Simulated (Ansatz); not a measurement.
# Cs (Im-3m, 1 atom in the cell): phonons and vibrational spectra, part 2 of 2

How does Cs (Im-3m, 1 atom in the cell) vibrate, and is this structure a minimum?

Ansatz 0.2.0; DFT PBEsol, scalar-relativistic, plane waves, PAW; PAW set soft_1.

So far. Step 3 (Relaxing to small forces for the phonons): The forces vanish by symmetry and the pressure is 0.001 GPa, within the tolerances set. The cell now holds 108.53 Å³/atom. The relaxed cell has a = 6.010 Å (conventional setting).

### 4. Phonons on a q mesh

Stability and thermal properties need the whole zone. Linear response on a 4×4×4 q mesh gives force constants as far as a supercell of that size would.

input.yaml

```yaml
crystal:
  lattice:
    - [-3.0049432549, 3.0049432549, 3.0049432549]
    - [3.0049432549, -3.0049432549, 3.0049432549]
    - [3.0049432549, 3.0049432549, -3.0049432549]
  atoms:
    - { symbol: Cs, position: [0.0, 0.0, 0.0] }
kpoints:
  mp_grid: { grid: [12, 12, 12] }
hamiltonian:
  xc: pbesol
  pseudopotentials: { kind: paw, azcp: { folder: soft_1 }, xc_functional: pbe }
scf:
  occupations: { method: methfessel_paxton, width: 0.2 }
output:
  eigenvalues: true
phonons:
  method: dfpt
  qmesh: [4, 4, 4]
  temperatures: { t_max: 1000, t_step: 50 }
  qpath:
    path:
      - [[0.0, 0.0, 0.0], [0.5, -0.5, 0.5], [0.0, 0.0, 0.5], [0.0, 0.0, 0.0], [0.25, 0.25, 0.25], [0.5, -0.5, 0.5]]
      - [[0.25, 0.25, 0.25], [0.0, 0.0, 0.5]]
    npoints: 10
```

Launch:

```
> ansatz run input.yaml --threads 4 --pin off --max-ram 10240MiB --backend cpu --events-out ev --progress --plain --runs-dir out
```

Numbers of over 12 decimals in the logs are rounded to 6 here.

Output:

```text
[...]
Crystal: 1 atoms, lattice volume = 108.535 Å³
Basis set: ecut = 420 eV, 2123 PW (Γ), exchange–correlation on 72×72×72 points (8 copies of the dense FFT grid, shifted against one another)
Bands: 9, of which v1, the nominal top of the filled ones, is band 5 counted from 1 (4 counted from 0)
Symmetry: 48 space group operations
k-points: 72 of 1728
[...]
SCF iter   1: F=—  HF=-5585.937919 eV  |F-HF|=—  |Δ(HF+E_count)|=         —  Δρ=6.55e-3  dr2=3.26e-2  ethr=3.10e-3  ⟨swp⟩=5.8  Hψ=4898  notcnv=0
[...]
SCF iter   9: F=-5585.924636 eV  HF=-5585.924636 eV  |F-HF|=2.73e-12  |Δ(HF+E_count)|=  2.44e-10  S|Δr|=    0.00e0  Δρ=2.97e-8  dr2=9.82e-13  ethr=1.00e-12  ⟨swp⟩=4.2  Hψ=2890  notcnv=0
SCF 1 converged in 9 iterations: F = -5585.924636 eV  dr2 = 9.82e-13
[...]
NSCF: frozen V_eff on 72 k-points
[...]
DFPT response loops at q = (0, 0, 0) (fractional): preconditioner auto → Kerker (q_TF=auto, 1.802 Å⁻¹) (partly filled bands, converged f_vac=0.001); β = 1.00, the filter's whole step (`scf.mixing.beta` (0.50) is not read by the response loops under this deck's `scf.mixing.preconditioner`; to damp them name `kerker` or `kerker_dos`, under which they read `scf.mixing.beta`, and type it under 1.00, their step now; both keys bind the ground state too); Broyden in place of MSR1
[...]
SCF converged after 9 iterations
[...]
Free energy (F): -5585.924636 eV
[...]
Internal energy: -5585.921225 eV  (E = F + TS)
E sigma→0 (E₀):  -5585.923783 eV
Entropy (-TS):   -0.003411 eV (-3.411 meV/atom)
Fermi energy:    2.411707 eV
[...]
--- Band table (eV; the first three rows and the last of 72) ---
[...]
--- Phonons (Γ-DFPT): 1 representative perturbation + reference (Σ response iterations 3) ---
  ASR residual: 1.542e-5 → 0.000e0 eV/Å²; symmetrization residual: 2.425e-12 eV/Å²
  ASR residual per site (eV/Å²): 1.54e-5
  Γ frequencies (cm⁻¹): 0.00 0.00 0.00
--- Phonons (arbitrary-q DFPT): 8 irreducible q on the 4×4×4 mesh ---
  q = [0.0000, 0.0000, 0.0000] (star 1, of the zone-centre solve; hermiticity 3.32e-9, symmetrization 1.57e-7): -0.00 -0.00 0.00
  q = [0.0000, 0.0000, 0.2500] (star 12, 2 solved perturbations in 1446 linear systems a pass and spin channel, the states on 936 of 1728 k-point pairs; hermiticity 1.44e-12, symmetrization 4.74e-12): 5.06 15.59 25.10
[...]
q = [0.2500, 0.2500, 0.2500] (star 2, 1 solved perturbation on 262 of 1728 k-point pairs; hermiticity 3.54e-13, symmetrization 1.73e-12): 27.76 27.76 27.76
[...]
sum rule: each row above includes the acoustic sum rule's correction from the zone centre's row sums; it moved no ω² by more than (0.18 cm⁻¹)²
  mesh force constants: q→R imaginary residual 0.00e0; ASR residual 1.542e-5 → 0.000e0 eV/Å²; symmetrization residual 1.110e-16 eV/Å²
  interpolated dispersion: 62 rows × 3 modes
  density of states and harmonic sums: on the 16×16×16 q-mesh, interpolated from the force constants of a 4×4×4 supercell (no non-analytic term)
  largest difference from the sums on the solved wave vectors: F 1.14e-2 eV, S 1.53e-5 and C_V 3.98e-6 eV/K
  zero-point energy: 0.004366 eV/cell   skipped modes (ω ≤ 0): 3   left out of the sums: 2.44e-4 of the cell's modes: C_V's classical limit lies that fraction below 3 k_B per atom; for a crystal, a wire or a layer, F and S can be off by more, and a phonons.interpolated_qmesh denser along its periods is the remedy for the sampling
```

Wall time 2.2 min (4 threads of Intel Xeon Platinum 8488C (Sapphire Rapids), shared host); peak memory 3.9 GiB.

This step gave:

| Quantity | Value |
| --- | --- |
| sum-rule residual before enforcement | 1.54e-5 eV/Å² |
| lowest frequency on the path | 0 cm⁻¹ |
| highest frequency on the path or at a solved wavevector | 37.41 cm⁻¹ |
| mean frequency | 23.5 cm⁻¹ |
| Debye temperature (second moment) | 47 K |
| logarithmic mean frequency | 21.4 cm⁻¹ |
| lowest mode on the q mesh (acoustic modes at Γ apart) | 5.06 cm⁻¹ |
| zero-point energy per atom | 4.37 meV |
| heat capacity at 300 K | 24.91 J/(mol atoms K) |
| vibrational entropy at 300 K | 81.72 J/(mol atoms K) |

Frequencies (cm⁻¹) solved at each irreducible wavevector; negative means imaginary. Frequencies by wavevector, by row:

```csv
q in reciprocal lattice units,star,mode 1,mode 2,mode 3
0 0 0,1,0,0,0
0 0 0.25,12,5.1,15.6,25.1
0 0 -0.5,6,6.9,22.2,37.4
0 0.25 0.25,24,13.7,25.7,33.8
0.25 0.25 0.25,2,27.8,27.8,27.8
0.25 0.25 -0.25,6,23.1,23.1,25.6
0.25 -0.5 -0.5,12,23.7,28.9,35.6
-0.5 -0.5 -0.5,1,34.3,34.3,34.3
```

Interpolated from a 4×4×4 q mesh. Phonon branches along the path, in cm⁻¹:

```csv
point,branch 1,branch 2,branch 3
Γ,0,0,0
halfway,23,23,26
H,34,34,34
halfway,24,29,36
N,7,22,37
halfway,5,16,25
Γ,0,0,0
halfway,14,14,29
P,28,28,28
halfway,18,33,33
H,34,34,34
jump to P,28,28,28
halfway,16,25,35
N,7,22,37
```

The phonon branches as a text plot (rows in cm⁻¹):

```
     37 |                 *****                               ***
     35 |           ******     *                          *
     34 |         ** **                      **      *****  **
     32 |        **   **        *           *      **
     30 |        *     **                      *  *     *
     29 |       *        *                 *     *         *
     27 |       *       * *                     *      *   **
     26 |     **                 *             *           * *
     24 |                * *              *      *            *
     23 |     **            ***               *       *        **
     21 |    *                 *  *          *              *
     19 |    *            *     *        *        *          *
     18 |                                   *        *
     16 |   *                    * *               *
     15 |   *                              *        *
     13 |                         *     *                     *
     12 |  *               *              *
     10 |  *                       **
      9 |                   *            *                     *
      7 |                    ****   *  *                        *
      5 | *                      *   *  *
      4 |                         ** *
      2 |                           *  *
      1 |*                           **
         Γ           H       N        Γ         P        H|P    N
```

Tetrahedra on a 16×16×16 mesh, mean over bins of 1 cm-1. Interpolated from a 4×4×4 q mesh. Phonon density of states against wavenumber; read off at these points:

```csv
wavenumber (cm⁻¹),phonon density of states (1/cm⁻¹/cell)
0.5,3.1e-4
1.5,0.00118
3.5,0.00472
4.5,0.00949
5.5,0.0169
6.5,0.0278
8.5,0.0554
9.5,0.0604
10.5,0.0679
11.5,0.0776
13.5,0.0980
14.5,0.110
15.5,0.0950
17.5,0.0780
18.5,0.0772
19.5,0.0797
20.5,0.0841
22.5,0.115
23.5,0.115
24.5,0.109
26.5,0.105
27.5,0.102
28.5,0.0945
29.5,0.0900
31.5,0.0958
32.5,0.114
33.5,0.172
34.5,0.238
36.5,0.0665
37.5,0.00613
```

Second derivatives of the energy by pair, one row for each kind of neighbour of each atom listed. Each entry sums the pair over the periodic images of the supercell that the q mesh stands for, and in a polar crystal it holds the long-range dipole part too. Force constants by pair, by row:

```csv
atom,neighbour,distance (Å),third of the trace (eV/Å²),along the pair's line (eV/Å²)
Cs1,itself,0,0.3074,–
Cs1,Cs,5.205,-0.036,-0.1178
Cs1,Cs,6.01,-0.0082,-0.0217
```

Harmonic thermodynamic functions per atom, from the density of states. Interpolated from a 4×4×4 q mesh. Thermodynamic functions, by row:

```csv
T (K),F_vib (meV/atom),S (J/mol-atom/K),C_V (J/mol-atom/K)
0,4.37,0,0
50,-5.98,37.55,23.89
100,-30.3,54.44,24.67
200,-96.64,71.62,24.87
300,-176.4,81.72,24.91
400,-265,88.89,24.92
500,-360.1,94.45,24.93
600,-460.5,98.99,24.93
700,-565.1,102.8,24.93
800,-673.5,106.2,24.93
900,-785,109.1,24.93
1000,-899.5,111.7,24.93
```

Harmonic mean-square displacement, third of the trace. Interpolated from a 4×4×4 q mesh. Mean square displacements, by row:

```csv
T (K),Cs1 U_eq (Å²)
0,0.00664
100,0.06587
300,0.1968
600,0.3934
```

Symmetry leaves 8 wavevectors to solve. The lowest mode among them, the acoustic zeros apart, lies at q = (0, 0, 0.25) and is real, 5.1 cm⁻¹.

### 5. Summary of results

| Property | Result |
| --- | --- |
| space group after relaxation (within 0.01 Å) | Im-3m |
| volume per atom | 109 Å³ |
| electronic character | no gap on this mesh |
| lowest mode on the q mesh (acoustic modes at Γ apart) | 5.1 cm⁻¹ |
| highest frequency on the path or at a solved wavevector | 37.4 cm⁻¹ |
| zero-point energy per atom | 4.37 meV |
| heat capacity at 300 K | 24.9 J/(mol atoms K) |
| vibrational entropy at 300 K | 81.7 J/(mol atoms K) |
| Debye temperature (second moment) | 47 K |
| imaginary modes on the 4×4×4 q mesh | none |

What this shows: The structure is a minimum as far as tested: no mode is imaginary at the 8 irreducible wavevectors of the 4×4×4 mesh, and the softest away from the acoustic zeros lies at 5 cm⁻¹. With no gap, or one that is small against the smearing, the frequencies hang on the k mesh and the smearing, most of all near Kohn anomalies. Spin-orbit coupling is left out, which can matter for the heavy elements here. The PAW files were made for PBE and serve the other functionals too. These are harmonic frequencies at zero temperature: anharmonic shifts, linewidths and thermal expansion are left out.

[Logs are printed without paths, hosts, clocks, repeated set-up lines and the standing remarks that a program may print on its own settings, such as how far it seeks lower states.]

[Hosts, paths, dates, database ids (printed as entryN), source tags and the programs' standing remarks are cut or masked in the printed files.]
